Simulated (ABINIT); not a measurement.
## GaAs (F-43m): G0W0 with ABINIT, start to end

Aim: the G0W0 gap of GaAs (F-43m) on PBE, step by step.

Method: PBE and many-body steps on it, plane waves, in ABINIT 10.8.3.

This is a report of a sequence of runs, with most program output left out.

**1. Set-up**

It takes space group F-43m (No. 216, cubic). Conventional cell: a = 5.654 Å, b = 5.654 Å, c = 5.654 Å, α = 90.00°, β = 90.00°, γ = 90.00°. Ga has 4 As at 2.45 Å nearest. Nearest to As lie 4 Ga at 2.45 Å. Farther neighbours are not listed.

The cell and positions come from the Crystallography Open Database and are kept as given unless a step says otherwise.

**2. Ground state**

This step: ABINIT 10.8.3; DFT, PBE, plane waves, norm-conserving pseudopotentials.

The ground-state density comes first.

The input, run.abi:

```
acell 3*1.0 Angstrom
rprim 
  0.000000000000 2.826850000000 2.826850000000
  2.826850000000 0.000000000000 2.826850000000
  2.826850000000 2.826850000000 0.000000000000
ntypat 2
znucl 31 33
natom 2
typat 1 2
xred 
  0.000000000000 0.000000000000 0.000000000000
  0.250000000000 0.250000000000 0.250000000000
pp_dirpath "pseudos"
pseudos "Ga.upf, As.upf"
ecut 38
ngkpt 6 6 6
nshiftk 1
shiftk 0 0 0
kptopt 1
chksymbreak 0
nband 19
occopt 1
tolvrs 1e-10
nstep 60
prtwf 0
optforces 0
optstress 0
indata_prefix "in"
outdata_prefix "out"
tmpdata_prefix "tmp"
```

Launch:

```console
$ OMP_NUM_THREADS=1 mpirun -n 4 abinit run.abi > log
```

The job ended after 45 s (4 MPI ranks of Intel Xeon at 2.80GHz (Skylake/Cascade Lake), shared host; peak memory 0.34 GiB).

Numbers from this step:

- total energy: -4967.7997 eV
- gap: 0.5135 eV
- k of the valence top: 0, 0, 0
- k of the conduction bottom: 0, 0, 0
- least direct gap: 0.5135 eV

The gap is direct, at Γ.

**3. Bands along the symmetry lines**

Levels along a band path, at the cheap level, show where the edges lie and whether the meshes to come will hold them.

The input, run.abi:

```
acell 3*1.0 Angstrom
rprim 
  0.000000000000 2.826850000000 2.826850000000
  2.826850000000 0.000000000000 2.826850000000
  2.826850000000 2.826850000000 0.000000000000
ntypat 2
znucl 31 33
natom 2
typat 1 2
xred 
  0.000000000000 0.000000000000 0.000000000000
  0.250000000000 0.250000000000 0.250000000000
pp_dirpath "pseudos"
pseudos "Ga.upf, As.upf"
ecut 38
iscf -2
irdden 1
kptopt 0
nkpt 50
kpt 
  0.00000000 0.00000000 0.00000000
  -0.06250000 -0.06250000 0.00000000
  -0.12500000 -0.12500000 0.00000000
  -0.18750000 -0.18750000 0.00000000
  -0.25000000 -0.25000000 0.00000000
  -0.31250000 -0.31250000 0.00000000
  -0.37500000 -0.37500000 0.00000000
  -0.43750000 -0.43750000 0.00000000
  -0.50000000 -0.50000000 0.00000000
  -0.48437500 -0.48437500 0.03125000
  -0.46875000 -0.46875000 0.06250000
  -0.45312500 -0.45312500 0.09375000
  -0.43750000 -0.43750000 0.12500000
  -0.42187500 -0.42187500 0.15625000
  -0.40625000 -0.40625000 0.18750000
  -0.39062500 -0.39062500 0.21875000
  -0.37500000 -0.37500000 0.25000000
  -0.37500000 0.00000000 0.37500000
  -0.32812500 0.00000000 0.32812500
  -0.28125000 0.00000000 0.28125000
  -0.23437500 0.00000000 0.23437500
  -0.18750000 0.00000000 0.18750000
  -0.14062500 0.00000000 0.14062500
  -0.09375000 0.00000000 0.09375000
  -0.04687500 0.00000000 0.04687500
  0.00000000 0.00000000 0.00000000
  0.00000000 0.00000000 0.06250000
  0.00000000 0.00000000 0.12500000
  0.00000000 0.00000000 0.18750000
  0.00000000 0.00000000 0.25000000
  0.00000000 0.00000000 0.31250000
  0.00000000 0.00000000 0.37500000
  0.00000000 0.00000000 0.43750000
  -0.00000000 -0.00000000 0.50000000
  -0.06250000 -0.03125000 0.46875000
  -0.12500000 -0.06250000 0.43750000
  -0.18750000 -0.09375000 0.40625000
  -0.25000000 -0.12500000 0.37500000
  -0.31250000 -0.15625000 0.34375000
  -0.37500000 -0.18750000 0.31250000
  -0.43750000 -0.21875000 0.28125000
  -0.50000000 -0.25000000 0.25000000
  -0.50000000 -0.28125000 0.21875000
  -0.50000000 -0.31250000 0.18750000
  -0.50000000 -0.34375000 0.15625000
  -0.50000000 -0.37500000 0.12500000
  -0.50000000 -0.40625000 0.09375000
  -0.50000000 -0.43750000 0.06250000
  -0.50000000 -0.46875000 0.03125000
  -0.50000000 -0.50000000 0.00000000
istwfk *1
nband 21
nbdbuf 2
tolwfr 1e-08
nstep 40
prtwf 0
prtvol 0
indata_prefix "in"
outdata_prefix "out"
tmpdata_prefix "tmp"
```

It took 46 s on 4 MPI ranks; peak memory 0.33 GiB.

Numbers from this step:

```yaml
gap: 0.5135 eV
k_of_the_valence_top: 0, 0, 0
k_of_the_conduction_bottom: 0, 0, 0
least_direct_gap: 0.5135 eV
```

The gap is 0.513 eV, as in the run before at this level.

The electronic bands at the labelled points (eV, zero at the top of the highest filled band):

| point | band 11 | band 12 | band 13 | band 14 | band 15 | band 16 | band 17 | band 18 |
| --- | --- | --- | --- | --- | --- | --- | --- | --- |
| Γ | -12.73 | 0.00 | 0.00 | 0.00 | 0.51 | 3.74 | 3.74 | 3.74 |
| halfway | -11.80 | -4.09 | -1.69 | -1.69 | 1.99 | 3.27 | 6.62 | 6.62 |
| X | -10.23 | -6.82 | -2.68 | -2.68 | 1.47 | 1.66 | 10.17 | 10.17 |
| halfway | -10.22 | -6.77 | -3.20 | -2.57 | 1.66 | 2.57 | 9.21 | 9.42 |
| U | -10.27 | -6.63 | -3.86 | -2.26 | 1.97 | 4.64 | 7.96 | 8.07 |
| jump to K | -10.27 | -6.63 | -3.86 | -2.26 | 1.97 | 4.64 | 7.96 | 8.07 |
| halfway | -11.72 | -4.56 | -2.44 | -0.68 | 2.69 | 4.77 | 4.81 | 5.65 |
| Γ | -12.73 | 0.00 | 0.00 | 0.00 | 0.51 | 3.74 | 3.74 | 3.74 |
| halfway | -12.04 | -4.14 | -0.68 | -0.68 | 1.45 | 4.60 | 4.60 | 5.96 |
| L | -10.97 | -6.64 | -1.14 | -1.14 | 1.00 | 4.64 | 4.64 | 7.77 |
| halfway | -10.62 | -6.48 | -3.22 | -1.94 | 3.03 | 4.17 | 6.35 | 7.69 |
| W | -10.17 | -6.63 | -3.53 | -3.34 | 4.62 | 4.72 | 5.42 | 6.05 |
| halfway | -10.20 | -6.73 | -3.14 | -3.04 | 2.56 | 2.76 | 8.15 | 8.36 |
| X | -10.23 | -6.82 | -2.68 | -2.68 | 1.47 | 1.66 | 10.17 | 10.17 |

**4. Empty states on the mesh, 4×4×4 mesh, 75 bands**

The sums over transitions need many empty states on a uniform mesh; this step solves for them.

The input, run.abi:

```
acell 3*1.0 Angstrom
rprim 
  0.000000000000 2.826850000000 2.826850000000
  2.826850000000 0.000000000000 2.826850000000
  2.826850000000 2.826850000000 0.000000000000
ntypat 2
znucl 31 33
natom 2
typat 1 2
xred 
  0.000000000000 0.000000000000 0.000000000000
  0.250000000000 0.250000000000 0.250000000000
pp_dirpath "pseudos"
pseudos "Ga.upf, As.upf"
ecut 38
ngkpt 4 4 4
nshiftk 1
shiftk 0 0 0
kptopt 1
chksymbreak 0
iscf -2
irdden 1
istwfk *1
nband 75
nbdbuf 6
tolwfr 1e-09
nstep 60
prtvol 0
indata_prefix "in"
outdata_prefix "out"
tmpdata_prefix "tmp"
```

Wall time 53 s (4 MPI ranks); peak memory 0.32 GiB; 3 min of CPU time.

Numbers from this step:

```yaml
gap: 0.5135 eV
k_of_the_valence_top: 0, 0, 0
k_of_the_conduction_bottom: 0, 0, 0
least_direct_gap: 0.5135 eV
k_points_computed: 8
lowest_point_of_the_top_converged_band_above_the_valence_top: 54.6960 eV
```

On this mesh the gap is 0.513 eV.

**5. Screening, 4×4×4 mesh, 69 bands, screening to 130.6 eV**

The RPA dielectric matrix is built and inverted for each q.

This step: RPA screening on PBE, plane waves, norm-conserving pseudopotentials.

Changes to run.abi since step 4:

```diff
@@ -20,10 +20,11 @@
 chksymbreak 0
-iscf -2
-irdden 1
 istwfk *1
-nband 75
-nbdbuf 6
-tolwfr 1e-09
-nstep 60
-prtvol 0
+occopt 1
+irdwfk 1
+optdriver 3
+nband 69
+ecuteps 4.8
+inclvkb 2
+awtr 1
+symchi 1
 indata_prefix "in"
```

The job ended after 57 s (4 MPI ranks; peak memory 0.75 GiB; 3.2 min of CPU time).

Numbers from this step:

```
ε∞ with local fields, on this mesh, along the program's q direction : 138.6
the same without local fields                                       : 147.8
plasma frequency                                                    : 29.23 eV
plane waves in the screening matrix                                 : 169
```

Local fields lower ε∞ by 6 %. The value itself is an artefact of the mesh, where one narrow direct gap carries too much weight.

**6. Self-energy, 4×4×4 mesh, 69 bands, screening to 130.6 eV**

The self-energy is evaluated for the states that the input lists, and the levels follow from it, in one-shot runs by the linearised quasiparticle equation.

This step: G0W0 on PBE, plane waves, norm-conserving pseudopotentials.

Changes to run.abi since step 5:

```diff
@@ -23,8 +23,15 @@
 irdwfk 1
-optdriver 3
+optdriver 4
 nband 69
+gwcalctyp 0
+ecutsigx 38
+symsigma 1
+nkptgw 1
+kptgw 
+  0.0000000000 0.0000000000 0.0000000000
+bdgw 
+  12 18
 ecuteps 4.8
-inclvkb 2
-awtr 1
-symchi 1
+irdscr 1
+ppmodel 1
 indata_prefix "in"
```

Elapsed: 12 s, on 4 MPI ranks; peak memory 0.59 GiB.

Numbers from this step:

| Quantity | Value |
| --- | --- |
| G0W0 gap on the points computed | 1.156 eV |
| starting gap on the mesh | 0.5135 eV |
| k of the valence top | 0, 0, 0 |
| k of the conduction bottom | 0, 0, 0 |
| Z at the valence top | 0.795 |
| Z at the conduction bottom | 0.797 |
| least direct G0W0 gap on the computed points | 1.156 eV |

The gap on the mesh goes from 0.51 eV to 1.16 eV, a correction of +0.64 eV.

Limits: finite bands, cutoff and mesh; exchange with frozen shells missing; no spin-orbit coupling; coarse k mesh. v1 is the top filled band, c1 the lowest empty one. The levels before and after the correction (eV, zero at the valence-band top of each column):

|  | conduction bottom | valence top |
| --- | --- | --- |
| Kohn-Sham | 0.51 | 0.00 |
| G0W0 | 1.16 | 0.00 |

|  | level | energy (eV) |
| --- | --- | --- |
| Kohn-Sham | Γ v3-v1 | 0.000 |
| Kohn-Sham | Γ c1 | 0.513 |
| Kohn-Sham | Γ c2-c4 | 3.739 |
| G0W0 | Γ v3-v1 | 0.000 |
| G0W0 | Γ c1 | 1.156 |
| G0W0 | Γ c2-c4 | 4.388 |

**7. Where the time went**

Times are wall times on 4 MPI ranks of Intel Xeon at 2.80GHz (Skylake/Cascade Lake), shared host, good to a factor of about two.

| step | time | share | memory (GiB) |
| --- | --- | --- | --- |
| ground state | 45 s | 21 % | 0.34 |
| bands along the symmetry lines | 46 s | 22 % | 0.33 |
| empty states on the mesh | 53 s | 25 % | 0.32 |
| screening | 57 s | 27 % | 0.75 |
| self-energy | 12 s | 6 % | 0.59 |

**8. Summary of results**

| Item | Value |
| --- | --- |
| PBE gap | 0.51 eV, direct |
| G0W0 gap on the mesh | 1.16 eV |
| GW settings | 4×4×4 mesh, 69 bands, screening to 130.6 eV, Godby-Needs plasmon pole |
| known limits | not at the basis limit; exchange with frozen shells missing; screening runs away on this mesh; no spin-orbit coupling; coarse k mesh |

In words: G0W0 moves the gap on the mesh from 0.51 eV to 1.16 eV (+0.64 eV), with Z of 0.80 and 0.80 at the edges. Local fields lower the RPA ε∞ on this mesh from 147.82 to 138.63; a Γ-centred mesh this coarse tends to raise both, most where the direct gap is narrow, while a short band sum lowers them. Only 1 of the mesh's irreducible points was corrected, so a valley elsewhere could overtake. Bands and cutoff are finite, so the gap is not at the basis limit. The miss can reach some tenths of an eV and take either sign; the mesh is an error of its own. In the G0W0 run levels were corrected at 1 k point alone, so a gap called «on the mesh» is the least over those, and an edge elsewhere would be missed. The 4×4×4 mesh is coarse for this cell, which bears on the long-range parts of exchange and screening. The norm-conserving file of at least one element keeps a d shell over frozen s and p shells of the same row. Exchange with those shells is missing from the self-energy, an error of 0.3 to 0.9 eV in cases checked, whose sign depends on which edge lies on those atoms. On this mesh the RPA ε∞ passes 90, more than nearly any semiconductor shows; a coarse mesh does this where one point with a narrow direct gap carries much weight. The screening is then too strong, and the G0W0 gap should not be taken as the material's. The many-body steps are scalar-relativistic: spin-orbit coupling is not in them.

[Paths, hosts, dates, memory and timing lines, banners, echoed tables and standing remarks are left out of the program output.]

[Logs are printed without paths, hosts, clocks, repeated set-up lines and the standing remarks that a program may print on its own settings, such as how far it seeks lower states.]

[Runs of the session that timed out or met a known fault of the program may be left out.]

[No measured gap is set beside runs whose start may be inverted or whose files or cutoffs have a known fault.]

[Hosts, paths, dates, database ids (printed as entryN), source tags and the programs' standing remarks are cut or masked in the printed files.]

[G0W0 gaps are taken among the corrected bands and points alone; a level outside them can change the order at an edge.]

[Where Ansatz stands beside ABINIT at settings called matched, ABINIT's density can come from a denser mesh and the files from another edition; pairs whose starting gaps differed by over 0.03 eV were left out, so agreement reads better than it is.]
